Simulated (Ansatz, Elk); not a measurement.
# Na5Y: X-ray structure factors from the self-consistent density

The structure of Na5Y used here is made up (a known structure type with other elements) and was relaxed beforehand with r2SCAN. The aim is the Fourier transform of its all-electron density, F(hkl), set beside the sum over free spherical atoms that refinements use.

Method: DFT, PBE, all-electron APW+lo, Dirac cores, scalar-relativistic bands, static density, no spin, in Elk 11.2.3 (patched build).

This account leaves out most program logs.

The structure was built from a prototype and need not be the compound's stable phase.

## (1) Set-up

Symmetry: P6/mmm, No. 191, hexagonal system. The conventional cell has a = 6.659 Å, b = 6.659 Å, c = 5.522 Å, α = 90.00°, β = 90.00°, γ = 120.00°. Nearest to Y lie 6 Na at 3.84 Å. Na has 9 Na at 3.36 to 3.84 Å and 3 Y at 3.84 Å nearest. Nearest to Na lie 8 Na at 3.33 to 3.36 Å. Farther neighbours are not listed.

## (2) Ground state and structure factors

An all-electron density is needed, since X-rays see the cores too. Task 0 finds the density and task 195 Fourier-transforms it; tshift is off so that phases refer to the origin typed.

elk.in

```
tasks
  0
  195

xctype
  20

spinpol
  .false.

rgkmax
  7.0

gmaxvr
  14.0

lmaxo
  7

lmaxapw
  8

swidth
  0.002

tshift
  .false.

ramdisk
  .false.

hmaxvr
  5.5

maxscl
  120

epspot
  1e-06

sppath
  './'

avec
  12.58324064749 0.00000000000 0.00000000000
  -6.29162032374 10.89740606266 0.00000000000
  0.00000000000 0.00000000000 10.43532155027

atoms
  2
  'Y.in'
  1
  0.0000000000 0.0000000000 0.0000000000   0.000000 0.000000 0.000000
  'Na.in'
  5
  0.6666666667 0.3333333333 0.0000000000   0.000000 0.000000 0.000000
  0.3333333333 0.6666666667 0.0000000000   0.000000 0.000000 0.000000
  0.0000000000 0.5000000000 0.5000000000   0.000000 0.000000 0.000000
  0.5000000000 0.5000000000 0.5000000000   0.000000 0.000000 0.000000
  0.5000000000 0.0000000000 0.5000000000   0.000000 0.000000 0.000000

ngridk
  4 4 4
```

The run is started by

```
$ OMP_NUM_THREADS=4 elk
```

Run time: 47 s. Hardware: 4 threads of Arm Neoverse V1, shared host; peak memory 0.29 GiB; 1.7 min of CPU time.

SFACRHO.OUT:

```text

h k l indices transformed by vhmat matrix:
   1.000000000       0.000000000       0.000000000    
   0.000000000       1.000000000       0.000000000    
   0.000000000       0.000000000       1.000000000    

      h      k      l  multipl.   |H|            Re(F)            Im(F)           |F|

      0      0      0      1   0.0000000       94.000000      0.27394589E-16   94.000000    
     -1      0      0      6  0.57657623       16.020594     -0.40741346E-14   16.020594    
      0      0      1      2  0.60210749       25.990015     -0.90041939E-14   25.990015    
      0      1     -1     12  0.83365076       33.966330     -0.44220668E-15   33.966330    
      1     -2      0      6  0.99865933       41.710488     -0.13128608E-14   41.710488    
     -2      0      0      6   1.1531525       49.042727      0.81044116E-15   49.042727    
      2     -1      1     12   1.1661277       57.532578      0.72101455E-14   57.532578    
      0      0     -2      2   1.2042150       74.237672     -0.16108658E-13   74.237672    
      0      2      1     12   1.3008820      -2.5826910      0.72943399E-14   2.5826910    
     -1      1      2     12   1.3351307       14.099778     -0.54332695E-14   14.099778    
     -3      2      0     12   1.5254773       13.608818     -0.20052818E-13   13.608818    
      2     -1      2     12   1.5644341       36.960789     -0.27075680E-13   36.960789    
     -3      2     -1     24   1.6400044       28.662059      0.10266542E-13   28.662059    
     -2      2     -2     12   1.6673015       43.661855     -0.26665489E-13   43.661855    
      0      3      0      6   1.7297287       35.529703      0.24782098E-13   35.529703    
      0      0      3      2   1.8063225       20.395003     -0.30556186E-13   20.395003    
      3      0      1     12   1.8315280       49.115687     -0.28485920E-13   49.115687    
     -1      1      3     12   1.8961121       27.121365      0.24696768E-14   27.121365
```

Elk indexes on the primitive cell of elk.in and gives |H| = 4π sin θ/λ in inverse bohr. Below, one row stands for each form hkl of the conventional cell (m members, Friedel mates merged), F is for one primitive cell and the density is static (no thermal factor). Free-atom factors are Waasmaier and Kirfel's, and R is Σm||F|−|F'||/Σm|F|.

```tsv
hkl	m	sin θ/λ (Å⁻¹)	abs F, DFT	neutral atoms	diff.
100	6	0.087	16.021	16.105	-0.085
001	2	0.090	25.990	25.944	+0.046
101	12	0.125	33.966	34.070	-0.104
110	6	0.150	41.711	41.896	-0.186
200	6	0.173	49.043	49.225	-0.182
111	12	0.175	57.533	57.763	-0.230
002	2	0.181	74.238	74.474	-0.237
201	12	0.196	2.583	2.768	-0.186
102	12	0.201	14.100	13.951	+0.149
210	12	0.229	13.609	13.529	+0.080
112	12	0.235	36.961	36.966	-0.005
211	24	0.247	28.662	28.647	+0.015
202	12	0.251	43.662	43.701	-0.039
300	6	0.260	35.530	35.559	-0.030
003	2	0.272	20.395	20.309	+0.086
301	12	0.275	49.116	49.201	-0.085
103	12	0.285	27.121	27.070	+0.052
212	24	0.292	12.894	12.795	+0.099
220	6	0.300	60.722	60.856	-0.134
113	12	0.310	46.230	46.275	-0.044
310	12	0.313	12.698	12.615	+0.083
221	12	0.314	19.342	19.285	+0.057
```

## (3) The highest occupied states alone

An energy window below the Fermi level keeps the highest occupied states, to see at which angles they scatter; shallow core shells can lie inside it and anion s states outside. No new self-consistency is needed.

Edit elk.in of step 2 so:

```diff
@@ -1,3 +1,2 @@
 tasks
-  0
   195
@@ -40,2 +39,5 @@
 
+wsfac
+  -0.320430 0.347060
+
 sppath
```

The run is started by

```
$ OMP_NUM_THREADS=4 elk
```

Elapsed: 22 s, on 4 threads; peak memory 0.19 GiB; 23 s of CPU time.

States within 10 eV below the Fermi level hold 8.00 electrons; any levels below the window count with the cores. Their amplitudes can exceed the total, where window and core parts have opposite phase:

```tsv
hkl	sin θ/λ (Å⁻¹)	abs F, window	abs F, all
100	0.087	0.538	16.021
001	0.090	0.942	25.990
101	0.125	0.414	33.966
110	0.150	0.093	41.711
200	0.173	0.039	49.043
111	0.175	0.077	57.533
002	0.181	0.082	74.238
201	0.196	0.195	2.583
102	0.201	0.174	14.100
210	0.229	0.062	13.609
```

## (4) Another functional

The difference from free atoms is small, so it is set against the change that LDA (Perdew-Wang) makes.

Edit elk.in of step 3 so:

```diff
@@ -1,2 +1,3 @@
 tasks
+  0
   195
@@ -4,3 +5,3 @@
 xctype
-  20
+  3
 
@@ -39,5 +40,2 @@
 
-wsfac
-  -0.320430 0.347060
-
 sppath
```

The run is started by

```
$ OMP_NUM_THREADS=4 elk
```

Run time: 29 s. Hardware: 4 threads; peak memory 0.28 GiB; 70 s of CPU time.

Against the first run R = 0.07 %; the largest change is -0.075 at 220.

## (5) A coarser k-mesh

About half the k-points along each axis test the sampling.

Edit elk.in of step 4 so:

```diff
@@ -5,3 +5,3 @@
 xctype
-  3
+  20
 
@@ -62,2 +62,2 @@
 ngridk
-  4 4 4
+  2 2 2
```

The run is started by

```
$ OMP_NUM_THREADS=4 elk
```

The job ended after 36 s (4 threads; peak memory 0.28 GiB).

Against the first run R = 0.01 %; the largest change is -0.062 at 110.

## (6) Settings against the effect

```tsv
run	R against the first run (%)	R against neutral atoms, low angle (%)	wall time
PBE, rgkmax 7	0.00	0.32	47 s
LDA (Perdew-Wang)	0.07	0.36	29 s
k-mesh 2×2×2	0.01	0.32	36 s
```

## (7) Summary of results

```
R against neutral atoms, sin θ/λ < 0.3 Å⁻¹ : 0.32 %
R against neutral atoms, 0.3 to 0.69 Å⁻¹   : 0.18 %
```

**Reading.** Independent neutral atoms miss the calculated amplitudes by R = 0.32 % below 0.3 Å⁻¹ and 0.18 % from there to 0.69 Å⁻¹; by shells, 0.33 % below 0.15 Å⁻¹ (3 forms), 0.32 % 0.15 to 0.3 (15 forms), 0.16 % 0.3 to 0.45 (31 forms), 0.19 % above 0.45 (100 forms). Bonding, aspherical density and the tables' own atoms all enter these figures, and the runs don't part them. The largest change of an amplitude is -0.24 electrons, at 002. Weak lines can change much in proportion: 401 goes from 0.24 to 0.35. The window's part falls from 8.0 electrons at the origin to at most 0.11 between 0.45 and 0.69 Å⁻¹. Below 0.3 Å⁻¹ the changes that finished (LDA (Perdew-Wang) and k-mesh 2×2×2) move F by R = 0.06 % at most, against the 0.32 % that separates it from free atoms. A single amplitude moves by up to 0.07 electrons, against 0.24 for the largest difference from free atoms. The basis has no finished test. Part of the difference isn't bonding: the tables are fits to free atoms and ions calculated by other methods than this functional. Thermal motion, anomalous dispersion and extinction are left out.

[Logs are printed without paths, hosts, clocks, repeated set-up lines and the standing remarks that a program may print on its own settings, such as how far it seeks lower states.]

[Hosts, paths, dates, database ids (printed as entryN), source tags and the programs' standing remarks are cut or masked in the printed files.]
